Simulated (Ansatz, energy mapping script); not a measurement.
# Spin model of CrO2 from collinear orders

How strongly do the moments of CrO2 couple under PBE+U (3.5 eV)? The plan is to run several orders and fit a Heisenberg model.

Program: Ansatz 0.2.0. Level of theory: PBE with U = 3.5 eV on Cr d, ortho-atomic projectors; plane waves, U on orthogonalised atomic orbitals unless named otherwise, collinear spin, no spin–orbit coupling. Results are calculated unless marked as measured.

## Step 1: The structure

Symmetry: P4_2/mnm, No. 136, tetragonal system. Conventional cell: a = 4.421 Å, b = 4.421 Å, c = 2.917 Å, α = 90.00°, β = 90.00°, γ = 90.00°. Nearest to Cr lie 6 O at 1.88 to 1.92 Å. Nearest to O lie 3 Cr at 1.88 to 1.92 Å. Farther neighbours and most contacts between anions are not listed.

A Hubbard U penalises fractional filling of the shell. It raises the cost of virtual hops to the neighbours, so couplings that rest on such hops usually weaken.

## Step 2: A first run with parallel moments

One run in the crystal's own cell, under PBE with U = 3.15 eV on Cr d, ortho-atomic projectors, shows which elements keep a moment. Transition or f elements with 0.3 μB or more enter the spin model; moments induced on other atoms do not.

Contents of input.yaml:

```yaml
crystal:
  lattice:
    - [4.421, 0.0, 0.0]
    - [0.0, 4.421, 0.0]
    - [0.0, 0.0, 2.917]
  atoms:
    - { symbol: Cr, position: [0.0, 0.0, 0.0], spin: 3.0 }
    - { symbol: Cr, position: [0.5, 0.5, 0.5], spin: 3.0 }
    - { symbol: O, position: [0.301, 0.301, 0.0] }
    - { symbol: O, position: [0.199, 0.801, 0.5] }
    - { symbol: O, position: [0.699, 0.699, 0.0] }
    - { symbol: O, position: [0.801, 0.199, 0.5] }
magnetization:
  spin_polarized: true
kpoints:
  mp_grid: { grid: [6, 6, 9] }
hamiltonian:
  xc: pbe
  hubbard:
    sites: [{ species: Cr, l: d, u_eff: 3.15 }]
    projectors: ortho-atomic
scf:
  occupations: { method: fermi_dirac, width: 0.05 }
output:
  eigenvalues: true
```

Launch:

```console
ansatz run input.yaml --threads 4 --pin off --max-ram 14336MiB --backend cpu --events-out ev --progress --plain --runs-dir out
```

Numbers of over 12 decimals in the logs are rounded to 6 here.

Log:

```text
Engine: ansatz 0.2.0, aarch64-unknown-linux-gnu
Pseudopotentials: kind: paw
Pseudopotential: Cr, paw, valence charge 14, recommended cutoff 420 eV (normal), Cr.paw.azcp
Pseudopotential: O, paw, valence charge 6, recommended cutoff 420 eV (normal), O.paw.azcp
Functional definition: PBE
  parameter kappa = 0.804
  parameter beta = 0.066725
  exchange = pbe_x(kappa = kappa, mu = beta*pi^2/3)
  correlation = pbe_c(beta = beta)
Crystal: 6 atoms, lattice volume = 57.013 Å³
Basis set: ecut = 420 eV, 1121 PW (Γ)
Bands: 35, of which v1, the nominal top of the filled ones, is band 26 counted from 1 (25 counted from 0)
Symmetry: 16 space group operations
Space group: P42/mnm (ITA 136), of the structure as read, at distance tolerance 3.8e-5 Å
Magnetic group: BNS 136.495 (UNI 1155), of the structure as read, at distance tolerance 3.8e-5 Å
k-points: 50 of 324
Non-local potential: Cr, projectors of the file, l = 0: 3, l = 1: 2, l = 2: 3, l = 3: 1
Non-local potential: O, projectors of the file, l = 0: 2, l = 1: 2, l = 2: 1
PAW form: soft (Blöchl's): semilocal exchange-correlation on the pseudo side does not see the compensation charge
PAW one-centre angular grid: Cr, 590 points (default); XC on 64 Gauss nodes
PAW one-centre angular grid: O, 110 points (default); XC on 64 Gauss nodes
Initial density: superposition of atomic densities (chi_scale 0.1, normalization cell, long waves kept (reshape's long-wave potential 0.00 eV rms))
Starting moments: Σ|m| = 6 μB on 2 of 6 sites
Initial wavefunctions: pseudopotential atomic-orbital guess
Functional: x = pbe(κ = 0.804, μ = 0.219515), c = pbe(β = 0.066725)
SCF iter   1: F=—  HF=-9019.833692 eV  |F-HF|=—  |Δ(HF+E_count)|=         —  Δρ=8.31e-2 (↑8.31e-2 ↓6.36e-2)  dr2=4.93e0  dr2_m=1.68e0  M=4.000 μB ∫|m|=5.635 μB  β_m=0.30  ethr=3.10e-3  ⟨swp⟩=5.3  Hψ=11438  notcnv=0  defer=4
preconditioner: auto → Kerker (q_TF=auto, 2.687 Å⁻¹)  [metal: Δε(μ)=0.047 eV  Ē_g=11.466 eV  σ=0.050 eV  W_gap=0.22  n_scr=18 (ndim 8)  ℏωp=29.5 eV  f_vac=0.000  D(μ)=1.57/eV (n_scr^D=10)]
spin=Collinear: Kerker preconditioning applied to the charge; magnetization (m = ρ↑ − ρ↓) channel mixes plain (no charge-response kernel on spin).
SCF iter   2: F=—  HF=-9020.371977 eV  |F-HF|=—  |Δ(HF+E_count)|=   5.38e-1  Δρ=4.35e-2 (↑4.35e-2 ↓4.14e-2)  dr2=6.15e-1  dr2_m=7.08e-1  M=4.000 μB ∫|m|=5.933 μB  β_m=0.30  ethr=3.10e-3  ⟨swp⟩=2.8  Hψ=6841  notcnv=0  defer=103
SCF iter   3: F=—  HF=-9020.902052 eV  |F-HF|=—  |Δ(HF+E_count)|=   5.30e-1  Δρ=3.10e-2 (↑3.10e-2 ↓2.90e-2)  dr2=2.11e-1  dr2_m=3.66e-1  M=4.000 μB ∫|m|=5.974 μB  β_m=0.30  ethr=1.18e-3  ⟨swp⟩=2.0  Hψ=4464  notcnv=0  defer=105
[...]
SCF iter  12: F=—  HF=-9021.567478 eV  |F-HF|=—  |Δ(HF+E_count)|=   1.10e-4  Δρ=2.16e-4 (↑1.41e-4 ↓2.16e-4)  dr2=1.38e-5  dr2_m=1.23e-5  M=4.000 μB ∫|m|=5.833 μB  β_m=0.88  ethr=7.50e-7  ⟨swp⟩=2.0  Hψ=5518  notcnv=0  defer=101
SCF iter  13: F=—  HF=-9021.567495 eV  |F-HF|=—  |Δ(HF+E_count)|=   1.65e-5  Δρ=1.06e-4 (↑1.06e-4 ↓5.45e-5)  dr2=2.33e-6  dr2_m=2.94e-6  M=4.000 μB ∫|m|=5.826 μB  β_m=0.94  ethr=2.66e-8  ⟨swp⟩=2.1  Hψ=5834  notcnv=0  defer=101
SCF iter  14: F=—  HF=-9021.567498 eV  |F-HF|=—  |Δ(HF+E_count)|=   3.52e-6  Δρ=5.25e-5 (↑5.25e-5 ↓1.48e-5)  dr2=1.93e-6  dr2_m=2.83e-7  M=4.000 μB ∫|m|=5.824 μB  β_m=0.97  ethr=4.49e-9  ⟨swp⟩=2.2  Hψ=5990  notcnv=0  defer=101
SCF iter  15: F=—  HF=-9021.567498 eV  |F-HF|=—  |Δ(HF+E_count)|=   2.65e-7  Δρ=1.12e-5 (↑1.12e-5 ↓4.84e-6)  dr2=1.33e-7  dr2_m=1.01e-8  M=4.000 μB ∫|m|=5.823 μB  β_m=0.98  ethr=3.71e-9  ⟨swp⟩=1.5  Hψ=4174  notcnv=0  defer=101
SCF iter  16: F=-9021.567498 eV  HF=-9021.567498 eV  |F-HF|=2.42e-8  |Δ(HF+E_count)|=   9.88e-9  Δρ=5.78e-6 (↑5.78e-6 ↓2.32e-6)  dr2=3.06e-8  dr2_m=1.83e-9  M=4.000 μB ∫|m|=5.823 μB  ethr=1.92e-10  ⟨swp⟩=7.4  Hψ=8543  notcnv=0
SCF 1 converged in 16 iterations: F = -9021.567498 eV  dr2 = 3.06e-8
[...]
SCF converged after 16 iterations
Magnetization: 4.0000 μB (28.0000 up, 24.0000 down)
Absolute magnetization: 5.8233 μB (∫|ρ↑−ρ↓|, with the PAW one-centre terms)
Spin contamination: 0.4271 ħ² per cell (⟨S²⟩ above its minimum at these occupations)
Per-site moments (μB) at R_I (Å): [(1.956145, 0.776294), (1.956145, 0.776294), (-0.203577, 0.776294), (-0.203577, 0.776294), (-0.203577, 0.776294), (-0.203577, 0.776294)]
Free energy (F): -9021.567498 eV
Harris-Foulkes:  -9021.567498 eV  (|F-HF|=2.42e-8)
Internal energy: -9021.559270 eV  (E = F + TS)
E sigma→0 (E₀):  -9021.563384 eV
Entropy (-TS):   -0.008229 eV (-1.371 meV/atom)
Fermi energy:    10.407937 eV
--- Per-component energies (eV) ---
  E_band       = -507.151009
  E_kinetic    = 1378.584735
  E_local      = -4411.824593  (includes V_loc(G=0)·N_el)
  E_nonlocal   = 346.413673
  E_hartree    = 1762.219105
  E_xc         = -572.259922
  E_vxc        = -729.990301  (∫ρ·V_xc dr)
  E_hubbard    = 4.890206  (on-site DFT+U / exact-exchange correction)
  E_vhub       = -3.707902  (the Hubbard potential's part of the band-sum identity)
  E_paw        = -3017.450996  (= ΣΔE_a)
  E_vpaw       = -611.068923  (= ΣTr[D̂ρ^β])
  E_aug_tail   = 0.010974  (compensation charges beyond the density's cutoff)
  E_ewald      = -4512.142452
  E_smearing   = -0.008229  (= −TS)
  E_closure    = 0.000000  (closes the sum)
  Σ components = -9021.567498   (vs F -9021.567498, Δ=0.00e0)
--- Band table (eV; the first three rows and the last of 100) ---
  k-point 0 ↑: bands = [... 22 lower, 8.4486, 8.4730, 8.7864, 9.2844, 9.7739, 9.7739, 10.3887, 11.6458, ... 5 higher]
  k-point 1 ↑: bands = [... 22 lower, 8.1502, 8.6819, 8.7884, 9.2742, 10.0425, 10.0425, 10.2424, 11.5758, ... 5 higher]
  k-point 2 ↑: bands = [... 22 lower, 7.7607, 8.6530, 8.8021, 9.2347, 9.9787, 10.4819, 10.4819, 11.3721, ... 5 higher]
  k-point 49 ↓: bands = [... 22 lower, 9.0595, 9.0595, 13.2599, 13.2599, 13.8253, 13.8253, 14.2477, 14.2477, ... 5 higher]
Occupation matrices written to <dir>
```

The job ended after 5.3 s (4 threads of Arm Neoverse V1, shared host; peak memory 0.44 GiB).

The column dr2 measures how far the density is from self-consistency, as an energy; F and HF (Harris–Foulkes) agree once it is small.

Spin moment in the sphere by atom:

| atom | spin moment in the sphere (μB) |
| --- | --- |
| Cr1 | 1.96 |
| Cr2 | 1.96 |
| O3 | -0.20 |
| O4 | -0.20 |
| O5 | -0.20 |
| O6 | -0.20 |

The run ends ferromagnetic; Cr carries the moments.

## Step 3: One set of occupation matrices for all orders

A corrected shell can settle in several orbital fillings. One parallel run, with an occupation width a fifth wider than the orders use, therefore is to supply the occupation matrices. All orders start from them.

input.yaml, the sections that differ from step 2:

```yaml
kpoints:
  mp_grid: { grid: [8, 8, 12] }
hamiltonian:
  xc: pbe
  hubbard:
    sites: [{ species: Cr, l: d, u_eff: 3.5 }]
    projectors: ortho-atomic
scf:
  occupations: { method: fermi_dirac, width: 0.06 }
# crystal, magnetization, output: as in step 2
```

Log:

```text
[...]
Crystal: 6 atoms, lattice volume = 57.013 Å³
Basis set: ecut = 420 eV, 1121 PW (Γ)
Bands: 35, of which v1, the nominal top of the filled ones, is band 26 counted from 1 (25 counted from 0)
Symmetry: 16 space group operations
[...]
k-points: 105 of 768
[...]
Starting moments: Σ|m| = 6 μB on 2 of 6 sites
[...]
SCF iter   1: F=—  HF=-9019.160324 eV  |F-HF|=—  |Δ(HF+E_count)|=         —  Δρ=8.08e-2 (↑8.08e-2 ↓6.44e-2)  dr2=4.80e0  dr2_m=1.64e0  M=4.000 μB ∫|m|=5.742 μB  β_m=0.30  ethr=3.10e-3  ⟨swp⟩=5.3  Hψ=24055  notcnv=0  defer=8
[...]
SCF iter  15: F=-9021.029707 eV  HF=-9021.029707 eV  |F-HF|=1.36e-8  |Δ(HF+E_count)|=   2.50e-7  Δρ=5.48e-6 (↑5.48e-6 ↓2.18e-6)  dr2=1.49e-8  dr2_m=4.10e-9  M=4.000 μB ∫|m|=5.963 μB  ethr=1.92e-10  ⟨swp⟩=7.0  Hψ=23517  notcnv=0
SCF 1 converged in 15 iterations: F = -9021.029707 eV  dr2 = 1.49e-8
[...]
SCF converged after 15 iterations
Magnetization: 4.0000 μB (28.0000 up, 24.0000 down)
Absolute magnetization: 5.9634 μB (∫|ρ↑−ρ↓|, with the PAW one-centre terms)
[...]
Per-site moments (μB) at R_I (Å): [(1.982633, 0.776294), (1.982633, 0.776294), (-0.219579, 0.776294), (-0.219579, 0.776294), (-0.219579, 0.776294), (-0.219579, 0.776294)]
Free energy (F): -9021.029707 eV
[...]
Internal energy: -9021.017456 eV  (E = F + TS)
E sigma→0 (E₀):  -9021.023581 eV
Entropy (-TS):   -0.012251 eV (-2.042 meV/atom)
Fermi energy:    10.372192 eV
[...]
--- Band table (eV; the first three rows and the last of 210) ---
  k-point 0 ↑: bands = [... 22 lower, 8.3116, 8.3649, 8.6764, 9.3037, 9.7991, 9.7991, 10.4178, 11.6007, ... 5 higher]
  k-point 1 ↑: bands = [... 22 lower, 8.1524, 8.5247, 8.6791, 9.2794, 9.9462, 9.9462, 10.3329, 11.5611, ... 5 higher]
  k-point 2 ↑: bands = [... 22 lower, 7.8124, 8.6494, 8.6802, 9.2258, 10.1271, 10.2484, 10.2484, 11.4436, ... 5 higher]
  k-point 104 ↓: bands = [... 22 lower, 9.0952, 9.0952, 13.3970, 13.3970, 13.9901, 13.9901, 14.4571, 14.4571, ... 5 higher]
Occupation matrices written to <dir>
```

Run time: 9.8 s. Hardware: 4 threads; peak memory 0.6 GiB; 38 s of CPU time.

This step gave:

* final state: ferromagnetic
* electrons in the corrected shells: 4.276, 4.276 e
* largest moment: 1.983 μB

## Step 4: Parallel start in cell A (12 atoms)

Each cell gets its own parallel run on the same mesh, so that most of the mesh error cancels in the differences.

Contents of input.yaml:

```yaml
crystal:
  lattice:
    - [4.421, 0.0, 0.0]
    - [0.0, 4.421, 0.0]
    - [0.0, 0.0, 5.834]
  atoms:
    - { symbol: Cr, position: [0.0, 0.0, 0.0], spin: 3.0 }
    - { symbol: Cr, position: [0.0, 0.0, 0.5], spin: 3.0 }
    - { symbol: Cr, position: [0.5, 0.5, 0.25], spin: 3.0 }
    - { symbol: Cr, position: [0.5, 0.5, 0.75], spin: 3.0 }
    - { symbol: O, position: [0.301, 0.301, 0.0] }
    - { symbol: O, position: [0.301, 0.301, 0.5] }
    - { symbol: O, position: [0.199, 0.801, 0.25] }
    - { symbol: O, position: [0.199, 0.801, 0.75] }
    - { symbol: O, position: [0.699, 0.699, 0.0] }
    - { symbol: O, position: [0.699, 0.699, 0.5] }
    - { symbol: O, position: [0.801, 0.199, 0.25] }
    - { symbol: O, position: [0.801, 0.199, 0.75] }
magnetization:
  spin_polarized: true
kpoints:
  mp_grid: { grid: [8, 8, 6] }
hamiltonian:
  xc: pbe
  hubbard:
    sites:
      - { species: Cr, l: d, u_eff: 3.5 }
      - { site: 0, l: d, u_eff: 3.5, starting_ns: [{ spin: up, occupation_matrix: cr1_major }, { spin: down, occupation_matrix: cr1_minor }] }
      - { site: 1, l: d, u_eff: 3.5, starting_ns: [{ spin: up, occupation_matrix: cr1_major }, { spin: down, occupation_matrix: cr1_minor }] }
      - { site: 2, l: d, u_eff: 3.5, starting_ns: [{ spin: up, occupation_matrix: cr2_major }, { spin: down, occupation_matrix: cr2_minor }] }
      - { site: 3, l: d, u_eff: 3.5, starting_ns: [{ spin: up, occupation_matrix: cr2_major }, { spin: down, occupation_matrix: cr2_minor }] }
    projectors: ortho-atomic
    occupation_matrices:
      cr1_major:
        matrix:
          - [0.809, 0.0, 0.0, 0.0, 0.256]
          - [0.0, 0.638, 0.245, 0.0, 0.0]
          - [0.0, 0.245, 0.638, 0.0, 0.0]
          - [0.0, 0.0, 0.0, 0.686, 0.0]
          - [0.256, 0.0, 0.0, 0.0, 0.593]
      cr1_minor:
        matrix:
          - [0.146, 0.0, 0.0, 0.0, -0.094]
          - [0.0, 0.203, -0.085, 0.0, 0.0]
          - [0.0, -0.085, 0.203, 0.0, 0.0]
          - [0.0, 0.0, 0.0, 0.129, 0.0]
          - [-0.094, 0.0, 0.0, 0.0, 0.231]
      cr2_major:
        matrix:
          - [0.809, 0.0, 0.0, 0.0, -0.256]
          - [0.0, 0.638, -0.245, 0.0, 0.0]
          - [0.0, -0.245, 0.638, 0.0, 0.0]
          - [0.0, 0.0, 0.0, 0.686, 0.0]
          - [-0.256, 0.0, 0.0, 0.0, 0.593]
      cr2_minor:
        matrix:
          - [0.146, 0.0, 0.0, 0.0, 0.094]
          - [0.0, 0.203, 0.085, 0.0, 0.0]
          - [0.0, 0.085, 0.203, 0.0, 0.0]
          - [0.0, 0.0, 0.0, 0.129, 0.0]
          - [0.094, 0.0, 0.0, 0.0, 0.231]
scf:
  occupations: { method: fermi_dirac, width: 0.05 }
output:
  eigenvalues: true
  write_density: true
  write_potential: true
  elf: true
  volumetric_format: npy
```

Log:

```text
[...]
Crystal: 12 atoms, lattice volume = 114.027 Å³
Basis set: ecut = 420 eV, 2259 PW (Γ)
Bands: 70, of which v1, the nominal top of the filled ones, is band 52 counted from 1 (51 counted from 0)
Symmetry: 32 space group operations
[...]
k-points: 60 of 384
[...]
Starting moments: Σ|m| = 12 μB on 4 of 12 sites
[...]
SCF iter   1: F=—  HF=-18041.188401 eV  |F-HF|=—  |Δ(HF+E_count)|=         —  Δρ=1.01e-1 (↑1.01e-1 ↓6.47e-2)  dr2=1.47e1  dr2_m=4.06e0  M=8.000 μB ∫|m|=10.499 μB  β_m=0.30  ethr=3.10e-3  ⟨swp⟩=5.6  Hψ=26260  notcnv=0  defer=95
[...]
SCF iter  15: F=—  HF=-18042.055444 eV  |F-HF|=—  |Δ(HF+E_count)|=   1.50e-4  Δρ=1.86e-4 (↑1.83e-4 ↓1.86e-4)  dr2=1.88e-7  dr2_m=3.55e-5  M=8.000 μB ∫|m|=11.930 μB  β_m=0.30  ethr=1.05e-9  ⟨swp⟩=2.5  Hψ=14423  notcnv=0  defer=646
[...]
spin-set hold released at iteration 15 (site moments' squared step at or under half its running peak, from the soft ceiling on): the magnetisation degrees of freedom join the quasi-Newton model from the next iteration; the mixer history was flushed
SCF iter  16: F=—  HF=-18042.055532 eV  |F-HF|=—  |Δ(HF+E_count)|=   8.85e-5  Δρ=1.63e-4 (↑1.63e-4 ↓1.54e-4)  dr2=2.52e-7  dr2_m=2.63e-5  M=8.000 μB ∫|m|=11.929 μB  β_m=0.65  ethr=9.62e-11  ⟨swp⟩=10.1  Hψ=31256  notcnv=0
[...]
SCF iter  20: F=-18042.055670 eV  HF=-18042.055670 eV  |F-HF|=8.10e-9  |Δ(HF+E_count)|=   9.32e-8  Δρ=2.71e-6 (↑2.71e-6 ↓1.44e-6)  dr2=5.72e-9  dr2_m=2.61e-9  M=8.000 μB ∫|m|=11.922 μB  ethr=9.62e-11  ⟨swp⟩=1.1  Hψ=22726  notcnv=0
SCF 1 converged in 20 iterations: F = -18042.055670 eV  dr2 = 5.72e-9
[...]
SCF converged after 20 iterations
Magnetization: 8.0000 μB (56.0000 up, 48.0000 down)
Absolute magnetization: 11.9215 μB (∫|ρ↑−ρ↓|, with the PAW one-centre terms)
[...]
Per-site moments (μB) at R_I (Å): [(1.982129, 0.776294), (1.982129, 0.776294), (1.982129, 0.776294), (1.982129, 0.776294), (-0.219288, 0.776294), (-0.219288, 0.776294), (-0.219288, 0.776294), (-0.219288, 0.776294), (-0.219288, 0.776294), (-0.219288, 0.776294), (-0.219288, 0.776294), (-0.219288, 0.776294)]
Free energy (F): -18042.055670 eV
[...]
Internal energy: -18042.038612 eV  (E = F + TS)
E sigma→0 (E₀):  -18042.047141 eV
Entropy (-TS):   -0.017057 eV (-1.421 meV/atom)
Fermi energy:    10.370798 eV
[...]
--- Specified on-site occupations, and those of the state reported ---
  electrons in the specified blocks: 17.1040 specified, 17.1053 found
  site 2 (l=d) ↓: largest change of an orbital's occupation 0.0009; electrons 0.9120 specified, 0.9128 found; spectral distance 0.0011
[...]
site 2 (l=d) ↑: largest change of an orbital's occupation 0.0006; electrons 3.3640 specified, 3.3635 found; spectral distance 0.0010
[...]
--- Band table (eV; the first three rows and the last of 120) ---
  k-point 0 ↑: bands = [... 48 lower, 8.6096, 8.6096, 8.6793, 9.3036, 9.7990, 9.7990, 10.4176, 10.4408, ... 14 higher]
  k-point 1 ↑: bands = [... 48 lower, 8.5678, 8.6820, 8.7928, 9.2791, 9.9459, 9.9459, 10.1741, 10.3327, ... 14 higher]
  k-point 2 ↑: bands = [... 48 lower, 8.6523, 8.6799, 9.0016, 9.2251, 9.9857, 10.1269, 10.2477, 10.2477, ... 14 higher]
  k-point 59 ↓: bands = [... 48 lower, 13.6742, 13.6742, 13.6742, 13.6742, 13.7559, 13.7559, 13.7559, 13.7559, ... 14 higher]
Occupation matrices written to <dir>
```

Elapsed: 37 s, on 4 threads; peak memory 1 GiB.

Spin moment in the sphere by atom:

| atom | spin moment in the sphere (μB) |
| --- | --- |
| Cr1 | 1.98 |
| Cr2 | 1.98 |
| Cr3 | 1.98 |
| Cr4 | 1.98 |
| O5 | -0.22 |
| O6 | -0.22 |
| O7 | -0.22 |
| O8 | -0.22 |
| O9 | -0.22 |
| O10 | -0.22 |
| O11 | -0.22 |
| O12 | -0.22 |

The run ends ferromagnetic.

Spin density in the ab plane at fractional z = 0.000, with atoms of Cr and O within 0.2 Å of it.

Ten even steps from '0' (-0.4 e/Å³) to '9' (3.4 e/Å³), each cell a mean:
```
75211111111125
33111111111112
11111111000111
11111111000011
11111111000011
11111111100011
11111111111111
11100111111111
11000011111111
11000001111111
11100001111111
21110011111112
52111111111135
95211111111137
```
Columns run along a (4.4 Å), rows up along b (4.4 Å). Atoms in or near the plane, at fractional coordinates: Cr at (0.00, 0.00), O at (0.30, 0.30), O at (0.70, 0.70).

ELF in the ab plane at fractional z = 0.000, with atoms of Cr and O within 0.2 Å of it. It is the smooth field of the valence electrons, not physical close to the nuclei.

Values, 14 rows by 14 columns, each cell a mean:
```
0.90 0.80 0.47 0.11 0.06 0.03 0.02 0.09 0.28 0.41 0.33 0.17 0.49 0.83
0.67 0.56 0.26 0.09 0.05 0.03 0.06 0.32 0.64 0.75 0.72 0.42 0.26 0.49
0.22 0.18 0.10 0.07 0.04 0.03 0.16 0.56 0.79 0.78 0.78 0.78 0.42 0.17
0.09 0.07 0.06 0.04 0.03 0.04 0.25 0.66 0.78 0.51 0.46 0.78 0.72 0.33
0.08 0.04 0.03 0.03 0.03 0.05 0.22 0.60 0.77 0.55 0.51 0.78 0.75 0.41
0.04 0.02 0.04 0.09 0.11 0.09 0.12 0.37 0.71 0.77 0.78 0.79 0.64 0.28
0.02 0.09 0.28 0.48 0.52 0.39 0.17 0.14 0.37 0.60 0.66 0.56 0.32 0.09
0.06 0.32 0.63 0.77 0.77 0.72 0.46 0.17 0.12 0.22 0.25 0.16 0.06 0.02
0.15 0.53 0.79 0.74 0.62 0.72 0.72 0.39 0.09 0.05 0.04 0.03 0.03 0.03
0.16 0.54 0.81 0.64 0.36 0.62 0.77 0.52 0.11 0.03 0.03 0.04 0.05 0.06
0.13 0.32 0.73 0.76 0.64 0.74 0.77 0.48 0.09 0.03 0.04 0.07 0.09 0.11
0.45 0.26 0.33 0.73 0.81 0.79 0.63 0.28 0.04 0.03 0.06 0.10 0.26 0.47
0.83 0.63 0.26 0.32 0.54 0.53 0.32 0.09 0.02 0.04 0.07 0.18 0.56 0.80
0.93 0.83 0.45 0.13 0.16 0.15 0.06 0.02 0.04 0.08 0.09 0.22 0.67 0.90
```
Columns run along a (4.4 Å), rows up along b (4.4 Å). Atoms in or near the plane, at fractional coordinates: Cr at (0.00, 0.00), O at (0.30, 0.30), O at (0.70, 0.70).

(Continued in part 2 of 3.)

[Logs and program files are shortened in this print: banners, set-up blocks, solver, clock and traceback lines can be left out without a mark of their own.]

[Logs are printed without paths, hosts, clocks, repeated set-up lines and the standing remarks that a program may print on its own settings, such as how far it seeks lower states.]

[Hosts, paths, dates, database ids (printed as entryN), source tags and the programs' standing remarks are cut or masked in the printed files.]

[Where a cell is said to come from a database of computed structures, the database is the Materials Project.]
